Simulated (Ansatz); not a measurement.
## Li on Pd(110): change of the work function: cost of one run

Ansatz 0.2.0; plane-wave DFT, PBE-D3(BJ), Ansatz PAW. The cell holds 6 atoms.

input.yaml

```yaml
crystal:
  lattice:
    - [3.89, 0.0, 0.0]
    - [0.0, 2.7506453788, 0.0]
    - [0.0, 0.0, 25.492282176]
  atoms:
    - { symbol: Pd, position: [0.0, 0.0, 0.3530480299] }
    - { symbol: Pd, position: [0.5, 0.5, 0.4069985817] }
    - { symbol: Pd, position: [0.0, 0.0, 0.4611240538] }
    - { symbol: Pd, position: [0.5, 0.5, 0.5176243473] }
    - { symbol: Pd, position: [0.0, 0.0, 0.5677493308] }
    - { symbol: Li, position: [0.5, 0.0, 0.6469519701] }
kpoints:
  mp_grid: { grid: [8, 11, 1] }
hamiltonian:
  xc: pbe
  dispersion: d3bj
scf:
  occupations: { method: fermi_dirac, width: 0.025 }
  convergence: { dr2_threshold: 1.0e-08 }
efield:
  axis: 3
  dipole_correction: true
  ramp_position: 0.97
  ramp_width: 0.06
relax:
  f_tol: 0.02
  max_steps: 60
  constraints: [{ sites: [0, 1] }]
output:
  bader: true
  write_potential: true
  write_density: true
  volumetric_format: npy
```

Started as:

```bash
$ ansatz run input.yaml --threads 4 --pin off --max-ram 12288MiB --backend cpu --events-out ev --progress --plain --runs-dir out
```

The cutoff in use is 420 eV. For reference, a run of the same kind (21 atoms, 12 k-points, 218 bands and 21,301 plane waves; 72 SCF cycles) took 13 min and 5.8 GiB on the same hardware.

Q: Estimate wall time and peak memory on 4 threads of Arm Neoverse V1, shared host.

A cutoff of 420 eV is a sphere of radius 10.5 Å⁻¹, so a cell of 273 Å³ holds about V·G³/6π² = 5,331 plane waves. At two electrons a band, the 93 electrons need 47 bands, and 9 more are carried. Symmetry cuts the 8×11×1 mesh from 88 to 30 points. The run has 30 k-points, 56 bands and 5,337 plane waves. Taking the work of a cycle as k-points × spins × bands × plane waves, that is 0.16 times the reference, or 2 min at the reference's 72 cycles. The run needed 63 SCF cycles over 5 ionic steps, which makes it about 1.8 min. One copy of the wavefunctions takes 0.13 GiB at 16 bytes a coefficient, against 0.83 GiB in the reference; grids, projectors and work arrays come on top. Measured: about 78 s, with a peak of 0.81 GiB. The run was quicker than this simple count says.

[Logs are printed without paths, hosts, clocks, repeated set-up lines and the standing remarks that a program may print on its own settings, such as how far it seeks lower states.]

[Hosts, paths, dates, database ids (printed as entryN), source tags and the programs' standing remarks are cut or masked in the printed files.]

[Maps of the electrostatic potential energy from Ansatz leave out the sawtooth potential of an applied field or a dipole correction, so their vacuum need not be flat; planar profiles and work functions include it.]
